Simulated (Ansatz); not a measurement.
**How Zn(0001) screens a field**

Aim: image plane and induced charge of Zn(0001).

Calculated with Ansatz 0.2.0; plane-wave DFT, r2SCAN, Ansatz PAW.

Report form: the programs' logs are mostly left out.

**1. Starting point**

The cell holds 7 atoms: 7 Zn. Cell: a = 2.660 Å, b = 2.660 Å, c = 32.811 Å, α = 90.0°, β = 90.0°, γ = 60.0°. Vacuum lies along c.

**2. Atoms held, field 0**

A sawtooth potential applies the field, turning back in the middle of the vacuum. With the dipole correction the typed value is the field outside the slab. The induced dipole is small, so the SCF threshold is tight.

input.yaml

```yaml
crystal:
  lattice:
    - [2.66, 0.0, 0.0]
    - [1.33, 2.3036275741, 0.0]
    - [0.0, 0.0, 32.81088]
  atoms:
    - { symbol: Zn, position: [0.0, 0.0, 0.2742992568] }
    - { symbol: Zn, position: [0.6666666667, 0.6666666667, 0.3495328379] }
    - { symbol: Zn, position: [0.0, 0.0, 0.4247664189] }
    - { symbol: Zn, position: [0.6666666667, 0.6666666667, 0.5] }
    - { symbol: Zn, position: [0.0, 0.0, 0.5752335811] }
    - { symbol: Zn, position: [0.6666666667, 0.6666666667, 0.6504671621] }
    - { symbol: Zn, position: [0.0, 0.0, 0.7257007432] }
kpoints:
  mp_grid: { grid: [24, 24, 1] }
hamiltonian:
  xc: r2scan
scf:
  occupations: { method: fermi_dirac, width: 0.1 }
  convergence: { dr2_threshold: 1.0e-10 }
efield:
  axis: 3
  dipole_correction: true
  ramp_position: 0.97
  ramp_width: 0.06
  amplitude: 0
output:
  forces: true
  write_potential: true
  write_density: true
  volumetric_format: npy
```

On the command line:

```sh
> ansatz run input.yaml --threads 8 --pin off --max-ram 12288MiB --backend cpu --events-out ev --progress --plain --runs-dir out
```

The job ended after 63 s (8 threads of Arm Neoverse N1, shared host; peak memory 1.5 GiB; 8.3 min of CPU time).

This step gave:

| Property | Result |
| --- | --- |
| energy at zero smearing | -23279.3063 eV |
| work function, upper face | 4.210 eV |
| dipole along the normal | -7.21e-7 e·Å |

Running mean over 2.468 Å of the planar mean; the ramp of the sawtooth is left out. The electron's electrostatic potential energy less the Fermi level by z:

```tsv
z (Å)	electron's electrostatic potential energy less the Fermi level (eV)
4	4.21
5	4.20
6	4.14
7	3.21
8	-2.79
9	-6.10
10	-6.33
11	-6.40
12	-6.42
13	-6.45
14	-6.46
15	-6.47
16	-6.48
17	-6.47
18	-6.47
19	-6.46
20	-6.45
21	-6.41
22	-6.40
23	-6.31
24	-5.93
25	-1.44
26	3.62
27	4.17
28	4.21
29	4.21
```

Force by atom:

```tsv
atom	x (eV/Å)	y (eV/Å)	z (eV/Å)	size
Zn1	0.0000	0.0000	0.0847	0.0847
Zn2	0.0000	0.0000	0.0455	0.0455
Zn3	0.0000	0.0000	-0.0420	0.0420
Zn4	0.0000	0.0000	0.0000	0.0000
Zn5	0.0000	0.0000	0.0420	0.0420
Zn6	0.0000	0.0000	-0.0455	0.0455
Zn7	0.0000	0.0000	-0.0847	0.0847
```

The work function of the upper face is 4.21 eV.

**3. Single point, field 0.05 V/Å**

Changes to input.yaml since step 2:

```diff
@@ -25,3 +25,3 @@
   ramp_width: 0.06
-  amplitude: 0
+  amplitude: 0.05
 output:
```

The job ended after 60 s (8 threads; peak memory 1.5 GiB; 7.8 min of CPU time).

The dipole is 0.0303 e·Å.

**4. Single point, field -0.05 V/Å**

Changes to input.yaml since step 3:

```diff
@@ -25,3 +25,3 @@
   ramp_width: 0.06
-  amplitude: 0.05
+  amplitude: -0.05
 output:
```

Run time: 60 s. Hardware: 8 threads; peak memory 1.5 GiB.

The dipole is -0.0303 e·Å.

**5. Single point, field 0.1 V/Å**

Changes to input.yaml since step 4:

```diff
@@ -25,3 +25,3 @@
   ramp_width: 0.06
-  amplitude: -0.05
+  amplitude: 0.1
 output:
```

Run time: 66 s. Hardware: 8 threads; peak memory 1.5 GiB.

The dipole is 0.0606 e·Å.

**6. Single point, field -0.1 V/Å**

Changes to input.yaml since step 5:

```diff
@@ -25,3 +25,3 @@
   ramp_width: 0.06
-  amplitude: 0.1
+  amplitude: -0.1
 output:
```

Elapsed: 66 s, on 8 threads; peak memory 1.5 GiB.

The dipole is -0.0606 e·Å.

**7. Atoms held, field 0.2 V/Å**

Changes to input.yaml since step 6:

```diff
@@ -25,3 +25,3 @@
   ramp_width: 0.06
-  amplitude: -0.1
+  amplitude: 0.2
 output:
```

Elapsed: 70 s, on 8 threads; peak memory 1.5 GiB.

The dipole is 0.121 e·Å.

**8. Atoms held, field -0.2 V/Å**

Changes to input.yaml since step 7:

```diff
@@ -25,3 +25,3 @@
   ramp_width: 0.06
-  amplitude: 0.2
+  amplitude: -0.2
 output:
```

Wall time 69 s (8 threads); peak memory 1.5 GiB; 9.1 min of CPU time.

The dipole is -0.121 e·Å.

**9. Single point, field 0.4 V/Å**

Changes to input.yaml since step 8:

```diff
@@ -25,3 +25,3 @@
   ramp_width: 0.06
-  amplitude: -0.2
+  amplitude: 0.4
 output:
@@ -31 +31,2 @@
   volumetric_format: npy
+  elf: true
```

Elapsed: 60 s, on 8 threads; peak memory 1.5 GiB; 7.9 min of CPU time.

Running mean over 2.468 Å of the planar mean, with the applied field; the ramp of the sawtooth is left out. Electron's electrostatic potential energy less the Fermi level against z:

```tsv
z (Å)	electron's electrostatic potential energy less the Fermi level (eV)
3.5	2.65
4.0	2.85
4.5	3.05
5.0	3.24
5.5	3.42
6.0	3.56
6.5	3.53
7.0	2.95
7.5	0.649
8.0	-2.86
8.5	-5.37
9.0	-6.11
9.5	-6.28
10.0	-6.34
10.5	-6.39
11.0	-6.41
11.5	-6.41
12.0	-6.42
12.5	-6.44
13.0	-6.45
13.5	-6.46
14.0	-6.46
14.5	-6.47
15.0	-6.47
15.5	-6.47
16.0	-6.48
16.5	-6.48
17.0	-6.47
17.5	-6.47
18.0	-6.47
18.5	-6.46
19.0	-6.46
19.5	-6.45
20.0	-6.44
20.5	-6.43
21.0	-6.41
21.5	-6.40
22.0	-6.39
22.5	-6.36
23.0	-6.30
23.5	-6.22
24.0	-5.91
24.5	-4.56
25.0	-1.33
25.5	2.13
26.0	3.95
26.5	4.55
27.0	4.85
27.5	5.08
28.0	5.28
28.5	5.49
29.0	5.69
29.5	5.89
```

The dipole is 0.243 e·Å.

**10. The response**

This step: plane-wave DFT, r2SCAN, Ansatz PAW; screening of a field by a metal slab (Ansatz 0.2.0).

The dipoles give the slope, and the difference of two potentials shows where the field is screened.

This step gave:

```yaml
equivalent_conductor_thickness_p_eps_0ae: 17.90 Å
distance_between_the_outer_atoms: 14.81 Å
inner_field_over_outer_field: 0.001171
image_plane_upper_face: 1.535 Å
induced_electrons_on_the_upper_face_over_eps_0e: -1.001
image_plane_lower_face: 1.535 Å
induced_electrons_on_the_lower_face_over_eps_0e: 1.001
```

Table of dipole of the cell by applied field:

```tsv
applied field (V/Å)	dipole of the cell (e·Å)
-0.200	-0.121
-0.100	-0.0606
-0.050	-0.0303
0.000	-7.2e-7
0.050	0.0303
0.100	0.0606
0.200	0.121
0.400	0.243
```

Local field over the applied field, running mean. From the potentials at -0.05 and 0.05 V/Å; running mean over 2.468 Å. Local field over applied field against z:

z (Å), local field over applied field and a bar:
```
        5      0.988 ##############################
        6      0.924 ############################
        7      0.677 ####################
        8      0.298 #########
        9      0.050 ##
       10      0.008 
       11      0.008 
       12      0.001 
       13      0.003 
       14      0.001 
       15      0.002 
       16      0.001 
       17      0.001 
       18      0.002 
       19      0.001 
       20      0.004 
       21      0.000 
       22      0.010 
       23      0.006 
       24      0.081 ##
       25      0.365 ###########
       26      0.743 ######################
       27      0.945 #############################
       28      0.991 ##############################
```

The induced electron density oscillates, so the rows of the table below give means over windows of 1 Å about each position, cut where the curve ends. Its maxima inside the range that stand out by 2 % of the span (Å: e/Å³ per V/Å): 7.8: 0.00377, 10.3: 5.7e-4, 12.3: 1.7e-4, 19.5: 9.5e-5, 21.7: 2.4e-4, 23.5: 5.8e-4. Its minima: 9.3: -5.8e-4, 11.1: -2.4e-4, 13.3: -9.5e-5, 20.5: -1.7e-4, 22.6: -5.7e-4, 25.0: -0.00377.

Electrons, planar mean, per unit field. The induced electron density by z; means over each step:

```tsv
z (Å)	induced electron density (e/Å³ per V/Å)
5	6.9e-5
6	4.5e-4
7	0.00203
8	0.00305
9	-2.6e-4
10	2.2e-4
11	-7.5e-5
12	3.7e-5
13	-2.2e-5
14	2.3e-5
15	-2.1e-5
16	2.5e-5
17	-2.1e-5
18	1.0e-5
19	-2.5e-6
20	-1.9e-5
21	2.3e-5
22	-4.6e-5
23	-2.1e-5
24	-1.5e-4
25	-0.00332
26	-0.00161
27	-3.2e-4
28	-4.7e-5
```

By hand: between -0.05 and 0.05 V/Å the dipole changes by 0.06060 e·Å, a slope of 0.6060 e·Å²/V. A perfect conductor of thickness t has p = ε₀AEt, so t = 180.95 × 0.6060 / 6.128 = 17.90 Å (e/ε₀ = 180.95 V·Å, A in Å²). Less the 14.81 Å between the outer atoms, and halved, that puts each image plane 1.54 Å out.

The induced dipole is that of a conductor 17.90 Å thick.

**11. A changed input**

This step: plane-wave DFT, r2SCAN, Ansatz PAW, but for the change named below (Ansatz 0.2.0).

An input spoilt on purpose, to show how the run answers: it repeats the earlier run at 0.05 V/Å with magnetization to spin_polarized: true, spin_orbit: true and hamiltonian.pseudopotentials to kind: nc, and scf.max_iter set to 50.

Changes to input.yaml since step 9:

```diff
@@ -17,2 +17,3 @@
   xc: r2scan
+  pseudopotentials: { kind: nc }
 scf:
@@ -20,2 +21,3 @@
   convergence: { dr2_threshold: 1.0e-10 }
+  max_iter: 50
 efield:
@@ -25,3 +27,3 @@
   ramp_width: 0.06
-  amplitude: 0.4
+  amplitude: 0.05
 output:
@@ -31,2 +33,4 @@
   volumetric_format: npy
-  elf: true
+magnetization:
+  spin_polarized: true
+  spin_orbit: true
```

Elapsed: 0.03 s, on 8 threads; peak memory 0.031 GiB.

The input was rejected at the start.

The program's message: “Error: 2 input errors — fix all and re-run”

The fault put into the input: spin-orbit coupling asked of a collinear run on scalar files.

**12. Varying the input**

This step: plane-wave DFT, r2SCAN, Ansatz PAW (Ansatz 0.2.0).

An input spoilt on purpose, to show how the run answers: it repeats the earlier run at 0.05 V/Å with efield.axis from 3 to 2, and scf.max_iter set to 100.

Changes to input.yaml since step 11:

```diff
@@ -17,3 +17,2 @@
   xc: r2scan
-  pseudopotentials: { kind: nc }
 scf:
@@ -21,5 +20,5 @@
   convergence: { dr2_threshold: 1.0e-10 }
-  max_iter: 50
+  max_iter: 100
 efield:
-  axis: 3
+  axis: 2
   dipole_correction: true
@@ -33,4 +32 @@
   volumetric_format: npy
-magnetization:
-  spin_polarized: true
-  spin_orbit: true
```

Elapsed: 0.56 s, on 8 threads; peak memory 0.96 GiB.

The program refused the input before any cycle.

The program's message: “Error: efield: ion 0 (Zn) at fractional coordinate 0.0000 along the field axis lies inside the sawtooth ramp with 2 of the planes that the density is read on at each end, [0.8700, 0.1300] — the ramp m …”

The fault put into the input: the field along an axis without vacuum.

**13. Results**

```
work function                                : 4.21 eV
image plane, upper face                      : 1.53 Å
induced electrons on the upper face over ε₀E : -1.00
equivalent conductor thickness p/(ε₀AE)      : 17.9 Å
inner field over outer field                 : 0.00117
```

What this shows: The induced charge has its centre 1.53 Å outside the outermost atoms; this is the plane from which a capacitor's gap or an image potential counts. The equivalent conductor thickness exceeds the distance between the outer atoms by 3.09 Å, about the sum of the two image-plane distances. In the middle of the slab the field is screened to under 0.5 % of its outer value. The atoms are held at bulk positions with the tabulated experimental lattice constant.

[Logs are printed without paths, hosts, clocks, repeated set-up lines and the standing remarks that a program may print on its own settings, such as how far it seeks lower states.]

[Hosts, paths, dates, database ids (printed as entryN), source tags and the programs' standing remarks are cut or masked in the printed files.]

[Maps of the electrostatic potential energy from Ansatz leave out the sawtooth potential of an applied field or a dipole correction, so their vacuum need not be flat; planar profiles and work functions include it.]
